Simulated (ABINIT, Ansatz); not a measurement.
Entries from a set of simulations; values are calculated unless marked as measured.

```cif
data_tepb
_symmetry_space_group_name_H-M 'Fm-3m'
_symmetry_Int_Tables_number 225
_cell_length_a 6.4620
_cell_length_b 6.4620
_cell_length_c 6.4620
_cell_angle_alpha 90.000
_cell_angle_beta 90.000
_cell_angle_gamma 90.000
_cell_volume 269.84
loop_
_atom_site_label
_atom_site_type_symbol
_atom_site_symmetry_multiplicity
_atom_site_Wyckoff_symbol
_atom_site_fract_x
_atom_site_fract_y
_atom_site_fract_z
_atom_site_occupancy
Te1 Te 4 b 0.50000 0.00000 0.00000 1
Pb1 Pb 4 a 0.00000 0.00000 0.00000 1
_calc_subject 'How the form of the self-energy moves the gap of TePb (Fm-3m)'
_calc_method 'RPA screening on LDA, plane waves, norm-conserving pseudopotentials (and 4 further levels or steps)'
_calc_program 'ABINIT 10.8.3'
_calc_settings 'cutoff 34 Ha, PseudoDojo scalar-relativistic 0.4.1 standard, norm-conserving, ngkpt (4, 4, 4), nband 59, ecuteps 4.2 Ha, inclvkb 2, shiftk (0, 0, 0), symchi 1, awtr 1, frequency ppm, 4×4×4 k-mesh'
_calc_cost '7 runs, 2.6 min in all on 4 MPI ranks of Arm Neoverse V1, shared host'
_calc_notes 'The cell and positions come from the Crystallography Open Database and are kept as given unless a step says otherwise. Limits: mesh may overstate the screening; no spin-orbit coupling. Static COHSEX lies above G0W0: it lacks the factor Z and overstates the Coulomb hole of the filled states. The 4×4×4 mesh is coarse for this cell, which bears on the long-range parts of exchange and screening. The norm-conserving file of at least one element keeps a d shell over frozen s and p shells of the same row. Exchange with those shells is missing from the self-energy, an error of 0.3 to 0.9 eV in cases checked, whose sign depends on which edge lies on those atoms. For the LDA start: The RPA ε∞ on this mesh reaches over 25; with a narrow direct gap a coarse mesh can overstate it, and the correction is then too small.'
_calc_g0w0_godby_needs_plasmon_pole '0.998 eV'
_calc_g0w0_von_der_linden_horsch_plasmon_pole '0.986 eV'
_calc_g0w0_engel_farid_plasmon_pole '1.020 eV'
_calc_one_shot_cohsex '1.399 eV'
_calc_one_shot_hartree_fock '4.965 eV'
```

[Long decimals in the printed logs are rounded to 6 places.]

[Logs are printed without paths, hosts, clocks, repeated set-up lines and the standing remarks that a program may print on its own settings, such as how far it seeks lower states.]

[Paths, hosts, dates, memory and timing lines, banners, echoed tables and standing remarks are left out of the program output; an Ansatz launch command may be rebuilt from the run's recorded settings. Measured values are a selection of at most five: reports struck by readers or far from the other reports are left out. None is set beside runs whose start may be inverted or whose files or cutoffs have a known fault.]

[Runs of the session that timed out or met a known fault of the program may be left out.]

[Hosts, paths, dates, database ids (printed as entryN), source tags and the programs' standing remarks are cut or masked in the printed files.]

[G0W0 gaps are taken among the corrected bands and points alone; a level outside them can change the order at an edge.]

[Where Ansatz stands beside ABINIT at settings called matched, ABINIT's density can come from a denser mesh and the files from another edition; pairs whose starting gaps differed by over 0.03 eV were left out, so agreement reads better than it is.]
